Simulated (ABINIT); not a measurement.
Planning a run of ABINIT 10.8.3 on SiO2 (Quartz). The input:

```
acell 3*1.0 Angstrom
rprim 
  4.915799999986 0.000000000003 0.000000000000
  -2.457899999996 4.257207679910 0.000000000000
  0.000000000000 0.000000000000 5.409100000000
ntypat 2
znucl 14 8
natom 9
typat 1 1 1 2 2 2 2 2 2
xred 
  0.530300000000 0.000000000000 0.333333333333
  0.000000000000 0.530300000000 0.666666666667
  0.469700000000 0.469700000000 -0.000000000000
  0.146200000000 0.414200000000 0.881000000000
  0.585800000000 0.732000000000 0.214333333333
  0.268000000000 0.853800000000 0.547666666667
  0.414200000000 0.146200000000 0.119000000000
  0.732000000000 0.585800000000 0.785666666667
  0.853800000000 0.268000000000 0.452333333333
pp_dirpath "pseudos"
pseudos "Si.upf, O.upf"
ecut 36
ngkpt 3 3 2
nshiftk 1
shiftk 0 0 0
kptopt 1
chksymbreak 0
iscf -2
irdden 1
istwfk *1
nband 221
nbdbuf 20
tolwfr 1e-09
nstep 60
prtvol 0
indata_prefix "in"
outdata_prefix "out"
tmpdata_prefix "tmp"
```

```sh
OMP_NUM_THREADS=1 mpirun -n 4 abinit run.abi > log
```

Q: How long will it take on 4 MPI ranks of Arm Neoverse V1, shared host, and how much memory?

It took 2.7 min; on shared hardware allow 82 s to 5.4 min. Peak host memory was 0.52 GiB.

[Paths, hosts, dates, memory and timing lines, banners, echoed tables and standing remarks are left out of the program output.]

[Logs are printed without paths, hosts, clocks, repeated set-up lines and the standing remarks that a program may print on its own settings, such as how far it seeks lower states.]

[Runs of the session that timed out or met a known fault of the program may be left out.]

[Hosts, paths, dates, database ids (printed as entryN), source tags and the programs' standing remarks are cut or masked in the printed files.]

[G0W0 gaps are taken among the corrected bands and points alone; a level outside them can change the order at an edge.]

[Where Ansatz stands beside ABINIT at settings called matched, ABINIT's density can come from a denser mesh and the files from another edition; pairs whose starting gaps differed by over 0.03 eV were left out, so agreement reads better than it is.]
